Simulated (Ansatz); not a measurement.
# Lattice dynamics of HfSi (model cell, started as layered BN type), part 2 of 3

Aim: the vibrations of HfSi (model cell, started as layered BN type), their spectra, and whether the structure is stable.

Ansatz 0.2.0; DFT PBEsol, scalar-relativistic, plane waves, norm-conserving pseudopotentials.

So far: Set-up; Bringing the structure to rest. The relaxed cell has a = 4.546, c = 5.195 Å (conventional setting).

The structure was built from a prototype and need not be the compound's stable phase.

## (3) Tight relaxation

Phonons need a cell at rest on their own settings, so the relaxation is repeated with tight tolerances on forces and stress on the k mesh and occupations of the first response run.

The input, input.yaml:

```yaml
crystal:
  lattice:
    - [4.5456645189, 3.0958e-06, 0.0]
    - [-2.2728349405, 3.9366594025, 0.0]
    - [0.0, 0.0, 5.1946872813]
  atoms:
    - { symbol: Hf, position: [0.3333333333, 0.6666666667, 0.25] }
    - { symbol: Hf, position: [0.6666666667, 0.3333333333, 0.75] }
    - { symbol: Si, position: [0.6666666667, 0.3333333333, 0.25] }
    - { symbol: Si, position: [0.3333333333, 0.6666666667, 0.75] }
kpoints:
  mp_grid: { grid: [12, 12, 6] }
hamiltonian:
  xc: pbesol
  pseudopotentials: { kind: nc }
scf:
  occupations: { method: methfessel_paxton, width: 0.15 }
output:
  forces: true
  stress: true
  eigenvalues: true
  write_density: true
  write_potential: true
  elf: true
  volumetric_format: npy
relax:
  adjacent_minimum: "off"
  f_tol: 0.001
  max_steps: 60
  cell: { stress_tol: 0.01 }
```

On the command line:

```sh
$ ansatz run input.yaml --threads 4 --pin off --max-ram 7168MiB --backend cpu --events-out ev --progress --plain --runs-dir out
```

Numbers of over 12 decimals in the logs are rounded to 6 here.

Output:

```text
[...]
Crystal: 4 atoms, lattice volume = 92.958 Å³
Basis set: ecut = 789.130201 eV, 4667 PW (Γ), exchange–correlation on 90×90×96 points (8 copies of the dense FFT grid, shifted against one another)
Bands: 20, of which v1, the nominal top of the filled ones, is band 16 counted from 1 (15 counted from 0)
Symmetry: 24 space group operations
[...]
k-points: 76 of 864
[...]
--- Relaxed structure (1 steps of the walk, 1 accepted, 1 SCFs on fresh bases) ---
[...]
cell:  # Å, volume = 92.9576 Å³
    - [4.545665, 3.0958049394180983e-6, 0.0]
    - [-2.272835, 3.936659, 0.0]
    - [0.0, 0.0, 5.1946872813]
  atoms:
    - { symbol: Hf, position: [0.333333, 0.666667, 0.25] }
    - { symbol: Hf, position: [0.666667, 0.333333, 0.75] }
    - { symbol: Si, position: [0.666667, 0.333333, 0.25] }
    - { symbol: Si, position: [0.333333, 0.666667, 0.75] }
[key lines of the parts left out:]
SCF converged after 5 iterations
Free energy (F): -3299.270491 eV
Fermi energy:    8.670714 eV
P = ⅓ Tr σ = -0.0055 GPa (-0.055 kbar)
```

Elapsed: 12 s, on 4 threads of Arm Neoverse V1, shared host; peak memory 0.65 GiB; 47 s of CPU time.

Little changed from the start: no atom moved by 0.005 Å and no cell edge by 0.1 %.

Numbers from this step:

```yaml
pressure: -0.005524 GPa
```

ELF in the ac plane at fractional y = 0.333, with atoms of Hf and Si within 0.2 Å of it. It is the smooth field of the valence electrons, not physical close to the nuclei.

Values, 15 rows by 14 columns, each cell a mean:
```
0.40 0.45 0.46 0.46 0.42 0.32 0.21 0.18 0.27 0.35 0.30 0.19 0.19 0.27
0.45 0.57 0.60 0.59 0.49 0.27 0.15 0.32 0.65 0.76 0.71 0.42 0.16 0.19
0.48 0.64 0.66 0.65 0.54 0.27 0.25 0.63 0.78 0.60 0.72 0.74 0.32 0.19
0.49 0.65 0.68 0.66 0.55 0.27 0.33 0.74 0.63 0.11 0.43 0.82 0.43 0.20
0.48 0.63 0.66 0.64 0.53 0.27 0.23 0.62 0.80 0.65 0.75 0.72 0.30 0.18
0.45 0.57 0.59 0.58 0.49 0.28 0.14 0.29 0.61 0.73 0.67 0.38 0.15 0.20
0.39 0.43 0.44 0.44 0.41 0.33 0.23 0.20 0.27 0.34 0.30 0.21 0.21 0.29
0.35 0.26 0.22 0.25 0.32 0.43 0.51 0.54 0.55 0.55 0.55 0.54 0.52 0.46
0.33 0.15 0.09 0.12 0.27 0.53 0.71 0.76 0.76 0.73 0.74 0.77 0.73 0.60
0.33 0.11 0.06 0.09 0.26 0.58 0.76 0.75 0.54 0.35 0.45 0.72 0.77 0.67
0.33 0.12 0.07 0.10 0.26 0.60 0.76 0.64 0.17 0.01 0.08 0.53 0.76 0.69
0.33 0.11 0.07 0.10 0.26 0.60 0.76 0.64 0.18 0.02 0.09 0.54 0.76 0.69
0.33 0.12 0.06 0.09 0.26 0.58 0.76 0.76 0.57 0.40 0.50 0.73 0.77 0.67
0.33 0.16 0.10 0.13 0.27 0.52 0.69 0.75 0.75 0.73 0.74 0.76 0.72 0.59
0.35 0.27 0.23 0.25 0.32 0.42 0.50 0.52 0.53 0.53 0.53 0.53 0.51 0.45
```
Columns run along a (4.5 Å), rows up along c (5.2 Å). Atoms in or near the plane, at fractional coordinates: Hf at (0.67, 0.75), Si at (0.67, 0.25).

Electrostatic potential energy in the ac plane at fractional y = 0.333, with atoms of Hf and Si within 0.2 Å of it. With pseudopotentials it is smooth inside the atoms' cores, unlike the true potential.

Values in eV, 15 rows by 14 columns, each cell a mean:
```
 12  12  12  12  12  11   8   4  -2  -5  -4   2   7  10
 11  11  11  11  11   9   3  -9 -29 -42 -35 -14   0   7
  9  10  10  10  10   7  -4 -28 -67 -77 -72 -39  -8   5
  9  10  10  10   9   6  -7 -39 -78 -78 -77 -55 -13   3
  9  10  10  10  10   7  -3 -26 -65 -76 -71 -37  -8   5
 11  11  12  12  11   9   3  -7 -26 -37 -31 -12   1   8
 12  12  12  12  12  11   8   4  -1  -4  -2   3   7  10
 12  12  12  12  12  12  11   8   5   4   5   8  10  12
 11  10  10  10  11  11   9   5  -2  -6  -3   4   9  11
  9   8   7   8   9   9   6  -4 -23 -34 -28  -9   4   9
  8   7   6   6   8   8   2 -15 -45 -63 -53 -22  -1   7
  8   7   6   6   8   8   2 -14 -44 -62 -52 -21  -1   7
  9   8   7   8   9   9   6  -3 -20 -31 -25  -7   4   9
 11  10  10  10  11  11  10   6  -1  -4  -2   4   9  11
 12  12  12  12  12  12  10   8   5   4   5   8  10  12
```
Columns run along a (4.5 Å; values clipped at the 3rd and 97th percentile), rows up along c (5.2 Å). Atoms in or near the plane, at fractional coordinates: Hf at (0.67, 0.75), Si at (0.67, 0.25).

Valence density in the ac plane at fractional y = 0.333, with atoms of Hf and Si within 0.2 Å of it. It is the smooth field of the valence electrons, not physical close to the nuclei.

Values in e/Å³, 15 rows by 14 columns, each cell a mean:
```
0.1 0.1 0.1 0.1 0.1 0.1 0.2 0.3 0.5 0.6 0.6 0.3 0.2 0.1
0.1 0.1 0.1 0.1 0.1 0.2 0.2 0.7 1.8 2.6 2.2 0.9 0.3 0.2
0.2 0.2 0.2 0.2 0.2 0.2 0.4 1.7 3.7 3.7 3.8 2.3 0.6 0.2
0.2 0.2 0.2 0.2 0.2 0.2 0.6 2.3 3.8 1.8 3.2 3.1 0.9 0.3
0.2 0.2 0.2 0.2 0.2 0.2 0.4 1.6 3.7 3.8 3.9 2.2 0.6 0.2
0.1 0.1 0.1 0.1 0.1 0.1 0.2 0.6 1.6 2.3 1.9 0.8 0.3 0.2
0.1 0.1 0.1 0.1 0.1 0.1 0.2 0.3 0.5 0.6 0.5 0.3 0.2 0.1
0.1 0.1 0.1 0.1 0.1 0.1 0.2 0.3 0.3 0.4 0.4 0.3 0.2 0.1
0.1 0.1 0.1 0.1 0.1 0.2 0.2 0.3 0.4 0.4 0.4 0.4 0.3 0.2
0.1 0.1 0.1 0.1 0.1 0.2 0.3 0.4 0.4 0.3 0.4 0.4 0.3 0.2
0.2 0.1 0.1 0.1 0.2 0.2 0.3 0.4 0.2 0.1 0.2 0.4 0.4 0.3
0.2 0.1 0.1 0.1 0.2 0.2 0.3 0.4 0.2 0.1 0.2 0.4 0.4 0.3
0.1 0.1 0.1 0.1 0.1 0.2 0.3 0.4 0.4 0.3 0.4 0.4 0.3 0.2
0.1 0.1 0.1 0.1 0.1 0.2 0.2 0.3 0.4 0.4 0.4 0.4 0.3 0.2
0.1 0.1 0.1 0.1 0.1 0.1 0.2 0.2 0.3 0.4 0.4 0.3 0.2 0.1
```
Columns run along a (4.5 Å), rows up along c (5.2 Å). Atoms in or near the plane, at fractional coordinates: Hf at (0.67, 0.75), Si at (0.67, 0.25).

The forces vanish by symmetry and the pressure is -0.006 GPa, within the tolerances set. The cell now holds 23.24 Å³/atom.

## (4) Modes at Γ

The zone centre comes first: it holds the modes that light can see, as far as symmetry allows. No field response is asked, since the mesh shows no gap.

Edit input.yaml of step 3 so:

```diff
@@ -18,13 +18,4 @@
 output:
-  forces: true
-  stress: true
   eigenvalues: true
-  write_density: true
-  write_potential: true
-  elf: true
-  volumetric_format: npy
-relax:
-  adjacent_minimum: "off"
-  f_tol: 0.001
-  max_steps: 60
-  cell: { stress_tol: 0.01 }
+phonons:
+  method: dfpt
```

Output:

```text
[...]
Crystal: 4 atoms, lattice volume = 92.958 Å³
Basis set: ecut = 789.130201 eV, 4667 PW (Γ), exchange–correlation on 90×90×96 points (8 copies of the dense FFT grid, shifted against one another)
Bands: 20, of which v1, the nominal top of the filled ones, is band 16 counted from 1 (15 counted from 0)
Symmetry: 24 space group operations
k-points: 242 of 864 (irreducible under 2 space group operations, time reversal used)
[...]
SCF iter   1: F=—  HF=-3300.015141 eV  |F-HF|=—  |Δ(HF+E_count)|=         —  Δρ=3.87e-2  dr2=2.32e0  ethr=3.10e-3  ⟨swp⟩=6.5  Hψ=26190  notcnv=0
[...]
SCF iter  10: F=-3299.270491 eV  HF=-3299.270491 eV  |F-HF|=5.00e-12  |Δ(HF+E_count)|=  3.48e-10  S|Δr|=    0.00e0  Δρ=8.24e-8  dr2=5.23e-12  ethr=1.00e-12  ⟨swp⟩=9.2  Hψ=38416  notcnv=0
SCF 1 converged in 10 iterations: F = -3299.270491 eV  dr2 = 5.23e-12
DFPT response loops at Γ: preconditioner auto → Kerker (q_TF=auto, 2.284 Å⁻¹) (partly filled bands, converged f_vac=0.000); β = 1.00, the filter's whole step (`scf.mixing.beta` (0.50) is not read by the response loops under this deck's `scf.mixing.preconditioner`; to damp them name `kerker` or `kerker_dos`, under which they read `scf.mixing.beta`, and type it under 1.00, their step now; both keys bind the ground state too); Broyden in place of MSR1
SCF converged after 10 iterations
[...]
Free energy (F): -3299.270491 eV
[...]
Internal energy: -3299.270724 eV  (E = F + TS)
E sigma→0 (E₀):  -3299.270549 eV
Entropy (-TS):   0.000233 eV (0.058 meV/atom)
Fermi energy:    8.670714 eV
[...]
--- Band table (eV; the first three rows and the last of 242) ---
  k-point 0: bands = [... 12 lower, 6.9594, 7.2652, 7.2652, 9.0388, 9.0388, 9.9651, 11.5219, 11.6908]
  k-point 1: bands = [... 12 lower, 6.8815, 7.0669, 7.0669, 9.1758, 9.4787, 9.4787, 11.6083, 12.0619]
  k-point 2: bands = [... 12 lower, 6.7377, 6.7930, 6.7930, 7.7194, 10.4385, 10.4385, 11.9405, 12.2716]
  k-point 241: bands = [... 12 lower, 6.8476, 6.8476, 7.6834, 7.6834, 9.7843, 9.7843, 11.4653, 11.4653]
--- Phonons (Γ-DFPT): 4 representative perturbations + reference, on 242 of 864 k-points (Σ response iterations 12) ---
  k mesh reduced under 2 symmetry operations, with k and −k counted as one. Each operation leaves every solved perturbation unchanged. A smaller set is not used because it would not reduce the number of displacements times k-points to solve
  ASR residual: 7.990e-5 → 0.000e0 eV/Å²; symmetrization residual: 5.603e-5 eV/Å²
  ASR residual per site (eV/Å²): 7.99e-5 7.99e-5 4.18e-5 4.18e-5
  Γ frequencies (cm⁻¹): 0.00 0.00 0.00 79.86 93.33 93.33 318.53 318.53 321.14 321.14 349.60 391.53
  non-analytic LO–TO correction: not included (Born effective charges unavailable; polar crystals: no LO–TO splitting at Γ)
```

The job ended after 1.9 min (4 threads; peak memory 4.2 GiB).

The column dr2 measures how far the density is from self-consistency, as an energy; F and HF (Harris–Foulkes) agree once it is small.

This step gave:

```
sum-rule residual before enforcement                    : 7.99e-5 eV/Å²
point group                                             : 6/mmm
highest optical mode at the zone centre (no LO-TO term) : 391.5 cm⁻¹
lowest optical zone-centre mode                         : 79.86 cm⁻¹
```

Patterns of degenerate modes are one choice out of their space. Modes at Γ, with each element's share of the kinetic energy:

```tsv
mode	frequency (cm⁻¹)	symmetry	Hf %	Si %
1	0.0	acoustic	86	14
2	0.0	acoustic	86	14
3	0.0	acoustic	86	14
4	79.9	B1g	90	10
5	93.3	E2g	92	8
6	93.3	E2g	92	8
7	318.5	E2g	8	92
8	318.5	E2g	8	92
9	321.1	E1u	14	86
10	321.1	E1u	14	86
11	349.6	A2u	14	86
12	391.5	B1g	10	90
```

Displacements in mode 4 (79.9 cm⁻¹), the largest set to 1:
```
Hf1  0.00  0.00  1.00
Hf2  0.00  0.00 -1.00
Si3  0.00  0.00 -0.86
Si4  0.00  0.00  0.86
```

Displacements in mode 8 (318.5 cm⁻¹), the largest set to 1:
```
Hf1  0.12  0.09  0.00
Hf2 -0.12 -0.09  0.00
Si3 -1.00 -0.77  0.00
Si4  1.00  0.77  0.00
```

Before it was imposed, the acoustic sum rule was missed by 8.0e-5 eV/Å². Small misses are needed for a sound result but don't prove that mesh and cutoff are converged. The lowest optical mode is real, 79.9 cm⁻¹.

## (5) Phonons on a q mesh

Stability and thermal properties need the whole zone. Linear response on a 2×2×2 q mesh gives force constants as far as a supercell of that size would.

Edit input.yaml of step 4 so:

```diff
@@ -21 +21,9 @@
   method: dfpt
+  qmesh: [2, 2, 2]
+  temperatures: { t_max: 1000, t_step: 50 }
+  qpath:
+    path:
+      - [[0.0, 0.0, 0.0], [0.5, 0.0, 0.0], [0.33333333, 0.33333333, 0.0], [0.0, 0.0, 0.0], [0.0, 0.0, 0.5], [0.5, 0.0, 0.5], [0.33333333, 0.33333333, 0.5], [0.0, 0.0, 0.5]]
+      - [[0.5, 0.0, 0.5], [0.5, 0.0, 0.0]]
+      - [[0.33333333, 0.33333333, 0.5], [0.33333333, 0.33333333, 0.0]]
+    npoints: 10
```

Output:

```text
Warning: phonons: the dynamical matrix that this run interpolates holds no multipole term above the dipole-dipole one, and a site of this crystal is no centre of inversion, so its interpolated transverse optical and acoustic branches and sound speeds can stay off near Gamma, and the density of states and the thermodynamics with them. What a run solves at a wave vector of phonons.qpoints, Gamma apart, where the deck admits one, is free of this, and under fd what a larger phonons.supercell samples
[...]
Crystal: 4 atoms, lattice volume = 92.958 Å³
Basis set: ecut = 789.130201 eV, 4667 PW (Γ), exchange–correlation on 90×90×96 points (8 copies of the dense FFT grid, shifted against one another)
Bands: 20, of which v1, the nominal top of the filled ones, is band 16 counted from 1 (15 counted from 0)
Symmetry: 24 space group operations
k-points: 76 of 864
[...]
SCF iter   1: F=—  HF=-3300.015229 eV  |F-HF|=—  |Δ(HF+E_count)|=         —  Δρ=3.87e-2  dr2=2.32e0  ethr=3.10e-3  ⟨swp⟩=6.5  Hψ=8195  notcnv=0
[...]
SCF iter  10: F=-3299.270491 eV  HF=-3299.270491 eV  |F-HF|=5.46e-12  |Δ(HF+E_count)|=  3.10e-10  S|Δr|=    0.00e0  Δρ=8.21e-8  dr2=5.15e-12  ethr=1.00e-12  ⟨swp⟩=9.1  Hψ=12297  notcnv=0
SCF 1 converged in 10 iterations: F = -3299.270491 eV  dr2 = 5.15e-12
[...]
SCF iter   4: F=-3299.270491 eV  HF=-3299.270491 eV  |F-HF|=4.55e-13  |Δ(HF+E_count)|=  9.09e-13  S|Δr|=    0.00e0  Δρ=4.11e-8  dr2=2.07e-12  ethr=1.00e-12  ⟨swp⟩=2.0  Hψ=3929  notcnv=0
SCF 2 converged in 4 iterations: F = -3299.270491 eV  dr2 = 2.07e-12
phonons: the bands overlap, so this run is a metal and interpolates without the dipole-dipole term. If the crystal is really an insulator or semiconductor, its LO-TO splitting is missing
NSCF: frozen V_eff on 76 k-points
WARN: eigensolver did not converge in 3 slots of this pass, the one above among them; of largest residual over every band (k=13): 1 band(s) unlocked (lowest unlocked band 19, counted from 0; max residual 1.04e-3 eV among the unlocked bands, 1.04e-3 eV over every band); of lowest unlocked band (k=9): band 19
[...]
DFPT response loops at q = (0, 0, 0) (fractional): preconditioner auto → Kerker (q_TF=auto, 2.284 Å⁻¹) (partly filled bands, converged f_vac=0.000); β = 1.00, the filter's whole step (`scf.mixing.beta` (0.50) is not read by the response loops under this deck's `scf.mixing.preconditioner`; to damp them name `kerker` or `kerker_dos`, under which they read `scf.mixing.beta`, and type it under 1.00, their step now; both keys bind the ground state too); Broyden in place of MSR1
[...]
SCF converged after 10 iterations
[...]
Free energy (F): -3299.270491 eV
[...]
Internal energy: -3299.270724 eV  (E = F + TS)
E sigma→0 (E₀):  -3299.270549 eV
Entropy (-TS):   0.000233 eV (0.058 meV/atom)
Fermi energy:    8.670714 eV
[...]
--- Band table (eV; the first three rows and the last of 76) ---
  k-point 0: bands = [... 12 lower, 6.9594, 7.2652, 7.2652, 9.0388, 9.0388, 9.9651, 11.5219, 11.6908]
  k-point 1: bands = [... 12 lower, 6.8815, 7.0669, 7.0669, 9.1758, 9.4787, 9.4787, 11.6083, 12.0619]
  k-point 2: bands = [... 12 lower, 6.7377, 6.7930, 6.7930, 7.7194, 10.4385, 10.4385, 11.9405, 12.2716]
  k-point 75: bands = [... 12 lower, 6.6970, 6.6970, 7.8096, 7.8096, 9.5200, 9.5200, 11.9014, 11.9014]
--- Phonons (Γ-DFPT): 4 representative perturbations + reference (Σ response iterations 10) ---
  ASR residual: 1.094e-4 → 0.000e0 eV/Å²; symmetrization residual: 2.964e-6 eV/Å²
  ASR residual per site (eV/Å²): 1.09e-4 1.09e-4 4.40e-5 4.40e-5
[...]
--- Phonons (arbitrary-q DFPT): 4 irreducible q on the 2×2×2 mesh ---
  q = [0.0000, 0.0000, 0.0000] (star 1, of the zone-centre solve; hermiticity 4.71e-7, symmetrization 5.28e-8): 0.00 0.00 0.00 79.86 93.33 93.33 318.53 318.53 321.14 321.14 349.60 391.53
  q = [0.0000, 0.0000, -0.5000] (star 1, 4 solved perturbations in 744 linear systems a pass and spin channel, the states on 296 of 864 k-point pairs; hermiticity 1.24e-7, symmetrization 1.03e-7, the responses' own estimated error 1.4e-4 eV/Å²): 57.75 57.75 57.75 57.75 146.90 146.90 317.46 317.46 317.46 317.46 361.51 361.51
[...]
sum rule: each row above includes the acoustic sum rule's correction from the zone centre's row sums; it moved no ω² by more than (0.65 cm⁻¹)²
  mesh force constants: q→R imaginary residual 1.22e-17; ASR residual 1.094e-4 → 0.000e0 eV/Å²; symmetrization residual 1.421e-14 eV/Å²
  interpolated dispersion: 93 rows × 12 modes
  density of states and harmonic sums: on the 16×16×12 q-mesh, interpolated from the force constants of a 2×2×2 supercell (no non-analytic term)
  largest difference from the sums on the solved wave vectors: F 6.73e-2 eV, S 9.95e-5 and C_V 3.22e-5 eV/K
  zero-point energy: 0.158738 eV/cell   skipped modes (ω ≤ 0): 3   left out of the sums: 8.14e-5 of the cell's modes: C_V's classical limit lies that fraction below 3 k_B per atom; for a crystal, a wire or a layer, F and S can be off by more, and a phonons.interpolated_qmesh denser along its periods is the remedy for the sampling
```

It took 7.3 min on 4 threads; peak memory 3 GiB.

Numbers from this step:

| Item | Value |
| --- | --- |
| sum-rule residual before enforcement | 1.09e-4 eV/Å² |
| lowest frequency on the path | 0 cm⁻¹ |
| highest frequency on the path or at a solved wavevector | 391.5 cm⁻¹ |
| mean frequency | 213.4 cm⁻¹ |
| Debye temperature (second moment) | 461 K |
| logarithmic mean frequency | 164.7 cm⁻¹ |
| lowest mode on the q mesh (acoustic modes at Γ apart) | 13.2 cm⁻¹ |
| zero-point energy per atom | 39.68 meV |
| heat capacity at 300 K | 22.33 J/(mol atoms K) |
| vibrational entropy at 300 K | 32.20 J/(mol atoms K) |
| edges of the widest gap between branches, on path and mesh | 156.7, 306 cm⁻¹ |

Frequencies (cm⁻¹) solved at each irreducible wavevector; negative means imaginary. Frequencies by wavevector, by row:

```tsv
q in reciprocal lattice units	star	mode 1	mode 2	mode 3	mode 4	mode 10	mode 11	mode 12
0 0 0	1	0	0	0	79.9	321.1	349.6	391.5
0 0 -0.5	1	57.8	57.8	57.8	57.8	317.5	361.5	361.5
0 -0.5 0	3	13.2	52	70.4	90.1	323.5	377.2	377.7
0 -0.5 -0.5	3	59.8	59.8	116.8	116.8	323.4	364.7	364.7
```

(Continued in part 3 of 3.)

[Logs are printed without paths, hosts, clocks, repeated set-up lines and the standing remarks that a program may print on its own settings, such as how far it seeks lower states.]

[Hosts, paths, dates, database ids (printed as entryN), source tags and the programs' standing remarks are cut or masked in the printed files.]
